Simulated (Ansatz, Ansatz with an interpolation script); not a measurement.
# G0W0 band structure of La2O3 (P-3m1)

Aim: the G0W0 bands of La2O3 (P-3m1) along the symmetry lines, with the gap off the mesh.

Method: LDA, Wannier functions and G0W0, plane waves, PAW, in Ansatz 0.2.0.

### Step 1. The structure

Symmetry: P-3m1, No. 164, trigonal system. Conventional cell: a = 3.931 Å, b = 3.931 Å, c = 6.112 Å, α = 90.00°, β = 90.00°, γ = 120.00°. Nearest to La lie 7 O at 2.36 to 2.72 Å. Nearest to O lie 4 La at 2.36 to 2.44 Å. Nearest to O lie 6 La at 2.72 Å. Farther neighbours and most contacts between anions are not listed.

The cell and positions are those that the Materials Project relaxed with its own functionals (PBE, PBE+U or r2SCAN), kept fixed. Spin-orbit coupling is left out unless a step names it.

### Step 2. LDA bands

Levels along a band path, at the cheap level, show where the edges lie and whether the meshes to come will hold them.

This step: DFT, LDA, plane waves, PAW; PAW set soft_1.

File input.yaml:

```yaml
crystal:
  lattice:
    - [3.93077788, 0.0, 0.0]
    - [-1.96538894, 3.4041535, 0.0]
    - [0.0, 0.0, 6.11195352]
  atoms:
    - { symbol: La, position: [0.66666667, 0.33333333, 0.75376432] }
    - { symbol: La, position: [0.33333333, 0.66666667, 0.24623568] }
    - { symbol: O, position: [0.66666667, 0.33333333, 0.35410935] }
    - { symbol: O, position: [0.33333333, 0.66666667, 0.64589065] }
    - { symbol: O, position: [0.0, 0.0, 0.0] }
kpoints:
  mp_grid: { grid: [6, 6, 4] }
  band_path:
    path:
      - [[0.0, 0.0, 0.0], [0.5, 0.0, 0.0], [0.33333333, 0.33333333, 0.0], [0.0, 0.0, 0.0], [0.0, 0.0, 0.5], [0.5, 0.0, 0.5], [0.33333333, 0.33333333, 0.5], [0.0, 0.0, 0.5]]
      - [[0.5, 0.0, 0.5], [0.5, 0.0, 0.0]]
      - [[0.33333333, 0.33333333, 0.5], [0.33333333, 0.33333333, 0.0]]
    npoints: 10
hamiltonian:
  xc: lda
  pseudopotentials: { kind: paw, azcp: { folder: soft_1 }, xc_functional: pbe }
scf:
  occupations: { method: fermi_dirac, width: 0.02 }
  n_extra_bands: 43
output:
  eigenvalues: true
  fatbands: true
  write_density: true
  write_potential: true
  elf: true
  volumetric_format: npy
```

Launch:

```console
$ ansatz run input.yaml --threads 3 --pin off --max-ram 92160MiB --backend cuda --events-out ev --progress --plain --runs-dir out --devices 1 --max-vram 13GiB
```

Numbers of over 12 decimals in the logs are rounded to 6 here.

The log of the run:

```text
La: projections on atomic orbitals take those of the free atom [Kr 4d10] 4f0 5s2 5p6 5d1 6s2, of charge +0.00 (hamiltonian.pseudopotentials.projection_atoms); the dataset's partial waves leave at most 1.9e-5 of an orbital's norm unspanned inside its sphere
scf.n_extra_bands = 43 over 20 filled bands (N_el = 40.0): the run solves 63 bands
GPUs: using 1 of 1 available (devices: 1).
Engine: ansatz 0.2.0, x86_64-unknown-linux-gnu
Pseudopotentials: kind: paw
Pseudopotential: La, paw, valence charge 11, recommended cutoff 420 eV (normal), soft_1/La.paw.azcp
Pseudopotential: O, paw, valence charge 6, recommended cutoff 420 eV (normal), soft_1/O.paw.azcp
Functional definition: SPW92
  exchange = slater_x
  correlation = pw_c
device memory: the entry about to start is reckoned to put 2.0 GiB on a device that reports 30.5 GiB free (of which the cap on the GPU budget leaves the run 13.0 GiB)
GPU FFT provider: cuFFT
GPU libraries: cuBLAS 13.8.2, cuFFT 12.4.0, cuSOLVER 12.3.4
Crystal: 5 atoms, lattice volume = 81.784 Å³
Basis set: ecut = 420 eV, 1641 PW (Γ)
Bands: 63, of which v1, the nominal top of the filled ones, is band 20 counted from 1 (19 counted from 0)
Symmetry: 12 space group operations
Space group: P-3m1 (ITA 164), of the structure as read, at distance tolerance 4.3e-5 Å
k-points: 24 of 144
Non-local potential: La, projectors of the file, l = 0: 3, l = 1: 2, l = 2: 2, l = 3: 3
Non-local potential: O, projectors of the file, l = 0: 2, l = 1: 2, l = 2: 1
PAW form: soft (Blöchl's): semilocal exchange-correlation on the pseudo side does not see the compensation charge
PAW frozen core: La, regenerated for the run's functional, and the local potential with it (the file was generated under x = pbe(κ = 0.804, μ = 0.219515), c = pbe(β = 0.066725))
PAW frozen core: O, regenerated for the run's functional, and the local potential with it (the file was generated under x = pbe(κ = 0.804, μ = 0.219515), c = pbe(β = 0.066725))
PAW one-centre angular grid: La, 590 points (default); XC on 64 Gauss nodes
PAW one-centre angular grid: O, 110 points (default); XC on 64 Gauss nodes
Initial density: superposition of atomic densities (chi_scale 0.1, normalization cell, long waves kept (reshape's long-wave potential 0.03 eV rms))
Initial wavefunctions: pseudopotential atomic-orbital guess
GPU buffer pool allocated for 32805 grid points (all kernels)
GPU transforms: local potential and band sums: pruned to the plane-wave sphere, on 25×27×45
Functional: x = slater, c = lda
SCF iter   1: F=—  HF=-13829.049433 eV  |F-HF|=—  |Δ(HF+E_count)|=         —  Δρ=7.46e-2  dr2=4.25e0  ethr=3.10e-3  ⟨swp⟩=5.5  Hψ=6242  notcnv=0  defer=271
preconditioner: auto → Resta (q_TF=auto, 2.422 Å⁻¹)  ε∞=2.6  [insulator: Δε(μ)=2.711 eV  Ē_g=19.222 eV  σ=0.020 eV  W_gap=1.00  n_scr=22 (ndim 8)  ℏωp=24.6 eV  f_vac=0.000  D(μ)=0.00/eV (n_scr^D=0)  ε∞_Penn≈2.6]
SCF iter   2: F=—  HF=-13828.438790 eV  |F-HF|=—  |Δ(HF+E_count)|=   6.11e-1  Δρ=3.18e-2  dr2=9.68e-1  ethr=3.10e-3  ⟨swp⟩=1.9  Hψ=1811  notcnv=0  defer=820
SCF iter   3: F=—  HF=-13828.240531 eV  |F-HF|=—  |Δ(HF+E_count)|=   1.98e-1  Δρ=5.54e-3  dr2=3.96e-2  ethr=2.42e-3  ⟨swp⟩=2.0  Hψ=2763  notcnv=0  defer=871
SCF iter   4: F=—  HF=-13828.230870 eV  |F-HF|=—  |Δ(HF+E_count)|=   9.66e-3  Δρ=1.06e-3  dr2=7.74e-4  ethr=9.90e-5  ⟨swp⟩=3.4  Hψ=1256  notcnv=0  defer=935
SCF iter   5: F=—  HF=-13828.230859 eV  |F-HF|=—  |Δ(HF+E_count)|=   1.06e-5  Δρ=2.81e-4  dr2=7.64e-5  ethr=1.94e-6  ⟨swp⟩=3.0  Hψ=2309  notcnv=0  defer=936
SCF iter   6: F=—  HF=-13828.230926 eV  |F-HF|=—  |Δ(HF+E_count)|=   6.70e-5  Δρ=6.64e-5  dr2=4.03e-6  ethr=1.91e-7  ⟨swp⟩=2.0  Hψ=1006  notcnv=0  defer=936
SCF iter   7: F=—  HF=-13828.230927 eV  |F-HF|=—  |Δ(HF+E_count)|=   1.06e-6  Δρ=1.11e-5  dr2=1.45e-7  ethr=1.01e-8  ⟨swp⟩=2.0  Hψ=946  notcnv=0  defer=936
SCF iter   8: F=-13828.230927 eV  HF=-13828.230927 eV  |F-HF|=2.38e-9  |Δ(HF+E_count)|=   2.69e-8  Δρ=1.96e-6  dr2=4.37e-9  ethr=2.50e-10  ⟨swp⟩=10.6  Hψ=10439  notcnv=0
SCF 1 converged in 8 iterations: F = -13828.230927 eV  dr2 = 4.37e-9
[...]
device memory: the entry about to start is reckoned to put 2.0 GiB on a device that reports 30.4 GiB free (of which the cap on the GPU budget leaves the run 13.0 GiB)
NSCF: frozen V_eff on 93 k-points
SCF converged after 8 iterations
Free energy (F): -13828.230927 eV
Harris-Foulkes:  -13828.230927 eV  (|F-HF|=2.38e-9)
Internal energy: -13828.230927 eV  (E = F + TS)
E sigma→0 (E₀):  -13828.230927 eV
Fermi energy:    11.126680 eV
--- Per-component energies (eV) ---
  E_band       = -21.481900
  E_kinetic    = 876.241618
  E_local      = -1498.138841  (includes V_loc(G=0)·N_el)
  E_nonlocal   = 344.483138
  E_hartree    = 553.130715
  E_xc         = -497.709801
  E_vxc        = -564.781074  (∫ρ·V_xc dr)
  E_paw        = -10942.732029  (= ΣΔE_a)
  E_vpaw       = -285.550825  (= ΣTr[D̂ρ^β])
  E_aug_tail   = 0.002303  (compensation charges beyond the density's cutoff)
  E_ewald      = -2664.442447
  E_core_change = 0.934417  (= ΣΔE_core)
  E_smearing   = -0.000000  (= −TS)
  E_closure    = -0.000000  (closes the sum)
  Σ components = -13828.230927   (vs F -13828.230927, Δ=0.00e0)
--- Band table (eV; the first three rows and the last of 24) ---
  k-point 0: bands = [... 16 lower, 7.5462, 8.8574, 8.8574, 9.1279, 13.3817, 13.7577, 13.7577, 14.2845, ... 39 higher]
  k-point 1: bands = [... 16 lower, 7.9271, 8.8176, 8.9040, 8.9040, 13.5497, 13.8234, 13.8234, 14.3232, ... 39 higher]
  k-point 2: bands = [... 16 lower, 8.2229, 8.4239, 8.9572, 8.9572, 13.8058, 13.8833, 13.8833, 14.1017, ... 39 higher]
  k-point 23: bands = [... 16 lower, 8.6651, 8.9704, 8.9704, 9.0453, 13.3756, 14.0019, 14.0711, 14.0711, ... 39 higher]
```

Wall time 7.1 s (1 × NVIDIA H100 80GB HBM3 (shared by 6 runs) with 3 threads of AMD EPYC 7R13 (Zen 3), shared host); peak memory 0.95 GiB.

In the SCF lines HF is the Harris–Foulkes energy and dr2 the Hartree energy of the density residual, in eV; the loop may stop once dr2 is under the threshold and the program's other checks hold. Hψ counts applications of the Hamiltonian.

Numbers from this step:

| Property | Result |
| --- | --- |
| filled bands | 20 |
| gap | 3.735 eV |
| valence top at | L |
| conduction bottom at | K |
| least direct gap | 3.825 eV |

The gap is indirect, with the least direct gap 0.09 eV higher.

The electronic bands at the labelled points (eV, zero at the top of the highest nominally filled band):

```
    point  band 17  band 18  band 19  band 20  band 21  band 22  band 23  band 24
        Γ    -1.70    -0.39    -0.39    -0.12     4.13     4.51     4.51     5.03
  halfway    -1.01    -0.89    -0.38    -0.24     4.09     4.57     4.84     5.15
        M    -0.73    -0.64    -0.42    -0.30     3.75     4.59     5.05     5.10
  halfway    -0.82    -0.67    -0.48    -0.31     3.80     4.52     4.90     4.98
        K    -0.84    -0.84    -0.81    -0.09     3.73     4.64     4.64     4.88
  halfway    -0.93    -0.81    -0.57    -0.18     4.08     4.49     4.89     5.08
        Γ    -1.70    -0.39    -0.39    -0.12     4.13     4.51     4.51     5.03
  halfway    -1.32    -0.43    -0.35    -0.35     4.30     4.57     4.57     5.07
        A    -1.03    -0.83    -0.29    -0.29     4.55     4.63     4.63     4.85
  halfway    -1.28    -0.55    -0.32    -0.11     4.33     4.73     4.80     4.95
        L    -0.96    -0.73    -0.36     0.00     4.30     4.49     4.94     5.09
  halfway    -0.85    -0.61    -0.17    -0.07     4.31     4.45     4.92     5.01
        H    -0.59    -0.28    -0.28    -0.21     4.12     4.75     4.82     4.82
  halfway    -1.07    -0.59    -0.27    -0.10     4.41     4.61     4.80     5.01
        A    -1.03    -0.83    -0.29    -0.29     4.55     4.63     4.63     4.85
jump to L    -0.96    -0.73    -0.36     0.00     4.30     4.49     4.94     5.09
  halfway    -0.85    -0.56    -0.38    -0.20     3.98     4.59     4.99     5.11
        M    -0.73    -0.64    -0.42    -0.30     3.75     4.59     5.05     5.10
jump to H    -0.59    -0.28    -0.28    -0.21     4.12     4.75     4.82     4.82
  halfway    -0.71    -0.49    -0.49    -0.14     3.90     4.75     4.75     4.84
        K    -0.84    -0.84    -0.81    -0.09     3.73     4.64     4.64     4.88
```

ELF in the ac plane at fractional y = 0.333, with atoms of La and O within 0.2 Å of it. It is the smooth field of the valence electrons, not physical close to the nuclei.

Ten even steps from '_' (0.03) to '@' (0.83), each cell a mean:
```
::======::..__::==++++--..__
..::--::..__::##@@@@@@%%==..
__________::**@@@@@@@@@@%%==
..________==%%@@##==**@@@@**
..__..__..++@@%%--__..##@@##
....::::..==@@%%==..::##@@**
..::==--..--##@@%%**##@@%%==
..--++==::..==%%@@@@@@%%**::
..--++==::__..--++**++==..__
__..::::..____..::::::..____
____________::++######**--..
__________::++@@@@@@@@@@##--
____....__::**@@%%**##@@%%==
..::==--..::**@@%%==**@@%%--
::==****--..==@@@@%%%%@@**::
::++##**==..::##@@@@@@%%==..
::==++++--....==##%%##++..__
..::--::..____..::==--..____
__......____________________
..::::::....________________
::--====--..______________..
```
Columns run along a (3.9 Å), rows up along c (6.1 Å). Atoms in or near the plane, at fractional coordinates: La at (0.67, 0.75), O at (0.67, 0.35).

Electrostatic potential energy in the ac plane at fractional y = 0.333, with atoms of La and O within 0.2 Å of it. With pseudopotentials it is smooth inside the atoms' cores, unlike the true potential.

Values in eV, 21 rows by 14 columns, each cell a mean:
```
 13  14  14  14  14  12  10   7   5   3   4   6   9  11
 12  14  14  14  13  10   7   0  -6 -10  -8  -2   4   9
 11  13  14  14  12   7  -1 -16 -25 -28 -27 -20  -6   4
  9  12  14  13  10   4  -9 -27 -26 -20 -23 -27 -16  -1
  8  12  13  13  10   1 -15 -28 -16   1  -8 -26 -22  -5
  8  12  13  13  10   2 -14 -28 -19  -4 -12 -26 -21  -4
 10  13  14  13  11   5  -6 -24 -28 -25 -27 -26 -13   1
 11  13  14  14  12   8   2 -10 -20 -23 -22 -14  -2   6
 13  14  14  14  13  11   9   4  -1  -3  -2   2   7  10
 14  14  14  14  14  13  12  10   9   8   8  10  11  13
 14  13  13  13  14  14  14  12   9   6   8  11  13  14
 13  12  11  12  12  13  13   7  -9 -18 -14   1  13  14
 11  10   9   9  10  12  12  -6 -23 -28 -27 -14   9  13
  9   6   5   6   8  10  11  -9 -26 -29 -28 -17   7  11
  7   4   2   2   5   9  11   0 -18 -25 -22  -7  10  10
  6   2   0   1   4   8  11  11   5  -2   1  10  12  10
  7   4   2   3   5   9  11  13  13  13  13  13  12  10
  9   7   6   6   8  10  12  13  14  14  14  14  13  11
 11  10  10  10  11  12  12  13  14  14  14  13  13  12
 13  13  12  12  13  13  13  12  12  12  12  12  13  13
 13  14  14  14  13  13  12  11  10  10  10  11  12  13
```
Columns run along a (3.9 Å; values clipped at the 3rd and 97th percentile), rows up along c (6.1 Å). Atoms in or near the plane, at fractional coordinates: La at (0.67, 0.75), O at (0.67, 0.35).

### Step 3. Wannier functions (La:4f O:2p) on 12×12×8

Localised functions give a small Hamiltonian that interpolates between mesh points at no cost.

This step: maximally localised Wannier functions, LDA, plane waves, PAW; PAW set soft_1.

input.yaml, the sections that differ from step 2:

```yaml
kpoints:
  mp_grid: { grid: [6, 6, 4] }
scf:
  occupations: { method: fixed }
  n_extra_bands: 43
output:
  wannier:
    kmesh: [12, 12, 8]
    projections: [{ species: La, l: f, shell: 4 }, { species: O, l: p, shell: 2 }]
    minimise: true
    write_hr: true
    seedname: w
    conv_tol: 1.0e-06
    max_iter: 20000
    stability_check: false
    disentanglement:
      window: [6.05, 17.69]
      frozen_window: [6.05, 14.69]
      conv_tol: 1.0e-08
# crystal, hamiltonian: as in step 2
```

The log of the run:

```text
[...]
GPUs: using 1 of 1 available (devices: 1).
[...]
GPU FFT provider: cuFFT
GPU libraries: cuBLAS 13.8.2, cuFFT 12.4.0, cuSOLVER 12.3.4
Crystal: 5 atoms, lattice volume = 81.784 Å³
Basis set: ecut = 420 eV, 1641 PW (Γ)
Bands: 63, of which v1, the nominal top of the filled ones, is band 20 counted from 1 (19 counted from 0)
Symmetry: 12 space group operations
[...]
k-points: 24 of 144
[...]
GPU buffer pool allocated for 32805 grid points (all kernels)
[...]
SCF iter   1: F=—  HF=-13829.050307 eV  |F-HF|=—  |Δ(HF+E_count)|=         —  Δρ=7.46e-2  dr2=4.25e0  ethr=3.10e-3  ⟨swp⟩=4.0  Hψ=5066  notcnv=0  defer=858
[...]
SCF iter   9: F=-13828.230927 eV  HF=-13828.230927 eV  |F-HF|=6.22e-8  |Δ(HF+E_count)|=   4.34e-7  Δρ=9.62e-6  dr2=8.01e-8  ethr=2.50e-10  ⟨swp⟩=12.5  Hψ=12596  notcnv=0
SCF 1 converged in 9 iterations: F = -13828.230927 eV  dr2 = 8.01e-8
[...]
NSCF: frozen V_eff on 24 k-points, pencils in batches of 32, up to order 252
the band table was solved once the SCF had ended and its energy, with any forces and stress, was formed, with the checks that follow a solve (6583 applications of the Hamiltonian). They found nothing against the state; the energy, forces and stress were not computed again (output.eigenvalues in the input reference)
[...]
NSCF: frozen V_eff on 134 k-points
the Wannier pass solved 134 of the 1152 points of its mesh, and has the states at the others by symmetry: states obtained by the crystal's operations at points that were solved too leave a residual of 1.97e-13 eV (read by the count's bands and the next), within 1.11e-5 eV
SCF converged after 9 iterations
Free energy (F): -13828.230927 eV
[...]
Internal energy: -13828.230927 eV  (E = F + TS)
E sigma→0 (E₀):  -13828.230927 eV
Fermi energy:    9.250797 eV
[...]
--- Band table (eV; the first three rows and the last of 24) ---
  k-point 0: bands = [... 16 lower, 7.5463, 8.8575, 8.8575, 9.1280, 13.3816, 13.7576, 13.7576, 14.2845, ... 39 higher]
  k-point 1: bands = [... 16 lower, 7.9272, 8.8177, 8.9041, 8.9041, 13.5496, 13.8233, 13.8233, 14.3230, ... 39 higher]
  k-point 2: bands = [... 16 lower, 8.2230, 8.4239, 8.9573, 8.9573, 13.8056, 13.8832, 13.8832, 14.1016, ... 39 higher]
  k-point 23: bands = [... 16 lower, 8.6652, 8.9705, 8.9705, 9.0453, 13.3755, 14.0018, 14.0709, 14.0709, ... 39 higher]
Wannier search: line search 1 of at most 20000: gauge-dependent spread (as the search counts it) 10.5749930 Å², largest recent change 7.2e-1 Å² against conv_tol 1.0e-6 Å², 0 stops escaped
[...]
```

It took 1.8 min on 1 × NVIDIA H100 80GB HBM3 (shared by 6 runs) with 3 threads; peak memory 1.8 GiB; 1.8 min of CPU time.

Numbers from this step:

| Property | Result |
| --- | --- |
| gauge-invariant spread | 41.76 Å² |
| diagonal spread | 0.4453 Å² |
| off-diagonal spread | 7.514 Å² |
| total spread | 49.72 Å² |
| least projectability | 0.07467 |
| localisation steps | 2212 |
| disentanglement steps | 312 |
| r.m.s. interpolation error | 6.96e-4 eV |
| r.m.s. error near the gap | 7.60e-4 eV |

Near the gap the model misses directly solved bands by 0.8 meV r.m.s. and by 9 meV at most in the window tested. This tests the starting bands, not the corrections carried with them.

Wannier functions, by row:

```
function  x (Å)  y (Å)  z (Å)  spread (Å²)  nearest atom  distance (Å)
       1  1.965   1.24  5.128        3.093           La1         0.532
       2  1.965  1.276  4.805        2.814           La1         0.243
       3  1.965  0.924  4.853        2.829           La1         0.324
       4  1.965  0.952  4.455        3.091           La1         0.238
       5  1.965  1.077  4.544        2.018           La1         0.085
       6  1.965   1.11  4.615        1.173           La1         0.026
       7  1.965  1.373  4.471        2.841           La1         0.274
       8      0  2.164  0.984        3.093           La2         0.532
       9      0  2.128  1.307        2.814           La2         0.243
      10      0  2.481  1.259        2.829           La2         0.324
      11      0  2.452  1.657        3.091           La2         0.238
      12      0  2.327  1.567        2.018           La2         0.085
      13      0  2.295  1.497        1.173           La2         0.026
      14      0  2.031  1.641        2.841           La2         0.274
      15  1.965  1.146  2.279        1.575            O3         0.115
      16  1.965  1.218  2.111        1.623            O3         0.099
      17  1.965   1.04  2.113        1.627            O3         0.108
      18      0  2.258  3.833        1.575            O4         0.115
      19      0  2.186  4.001        1.623            O4         0.099
      20      0  2.364  3.999        1.627            O4         0.108
      21      0      0      0         1.39            O5             0
      22      0      0      0        1.482            O5             0
      23      0      0      0         1.48            O5             0
```

Frozen up to 5.43 eV; above it the model need not follow the bands. The electronic bands at the labelled points (eV, zero at the valence-band top):

```
    point  band 17  band 18  band 19  band 20  band 21  band 22  band 23  band 24
        Γ    -1.70    -0.39    -0.39    -0.12     4.13     4.51     4.51     5.03
  halfway    -1.01    -0.89    -0.38    -0.24     4.09     4.57     4.84     5.15
        M    -0.73    -0.64    -0.42    -0.30     3.75     4.59     5.05     5.10
  halfway    -0.82    -0.67    -0.48    -0.31     3.80     4.52     4.90     4.97
        K    -0.84    -0.84    -0.81    -0.09     3.73     4.64     4.64     4.88
  halfway    -0.93    -0.81    -0.57    -0.18     4.08     4.49     4.89     5.08
        Γ    -1.70    -0.39    -0.39    -0.12     4.13     4.51     4.51     5.03
  halfway    -1.32    -0.43    -0.35    -0.35     4.30     4.57     4.57     5.07
        A    -1.03    -0.83    -0.29    -0.29     4.55     4.63     4.63     4.85
  halfway    -1.28    -0.55    -0.32    -0.11     4.33     4.73     4.80     4.95
        L    -0.96    -0.73    -0.36     0.00     4.30     4.49     4.94     5.09
  halfway    -0.85    -0.61    -0.17    -0.07     4.31     4.45     4.92     5.01
        H    -0.59    -0.28    -0.28    -0.21     4.12     4.75     4.82     4.82
  halfway    -1.07    -0.59    -0.27    -0.10     4.41     4.61     4.80     5.01
        A    -1.03    -0.83    -0.29    -0.29     4.55     4.63     4.63     4.85
jump to L    -0.96    -0.73    -0.36     0.00     4.30     4.49     4.94     5.09
  halfway    -0.85    -0.56    -0.38    -0.20     3.98     4.59     4.99     5.11
        M    -0.73    -0.64    -0.42    -0.30     3.75     4.59     5.05     5.10
jump to H    -0.59    -0.28    -0.28    -0.21     4.12     4.75     4.82     4.82
  halfway    -0.71    -0.49    -0.49    -0.14     3.90     4.75     4.75     4.84
        K    -0.84    -0.84    -0.81    -0.09     3.73     4.64     4.64     4.88
```

The same for Kohn-Sham, solved directly:

```
point  band 17  band 18  band 19  band 20  band 21  band 22  band 23  band 24
    Γ    -1.70    -0.39    -0.39    -0.12     4.13     4.51     4.51     5.03
    M    -0.73    -0.64    -0.42    -0.30     3.75     4.59     5.05     5.10
    K    -0.84    -0.84    -0.81    -0.09     3.73     4.64     4.64     4.88
    Γ    -1.70    -0.39    -0.39    -0.12     4.13     4.51     4.51     5.03
    A    -1.03    -0.83    -0.29    -0.29     4.55     4.63     4.63     4.85
    L    -0.96    -0.73    -0.36     0.00     4.30     4.49     4.94     5.09
    H    -0.59    -0.28    -0.28    -0.21     4.12     4.75     4.82     4.82
    A    -1.03    -0.83    -0.29    -0.29     4.55     4.63     4.63     4.85
    L    -0.96    -0.73    -0.36     0.00     4.30     4.49     4.94     5.09
    M    -0.73    -0.64    -0.42    -0.30     3.75     4.59     5.05     5.10
    H    -0.59    -0.28    -0.28    -0.21     4.12     4.75     4.82     4.82
    K    -0.84    -0.84    -0.81    -0.09     3.73     4.64     4.64     4.88
```

(Continued in part 2 of 2.)

[Paths, hosts, dates, memory and timing lines, banners, echoed tables and standing remarks are left out of the program output.]

[Logs are printed without paths, hosts, clocks, repeated set-up lines and the standing remarks that a program may print on its own settings, such as how far it seeks lower states.]

[Runs of the session that timed out or met a known fault of the program may be left out.]

[Hosts, paths, dates, database ids (printed as entryN), source tags and the programs' standing remarks are cut or masked in the printed files.]
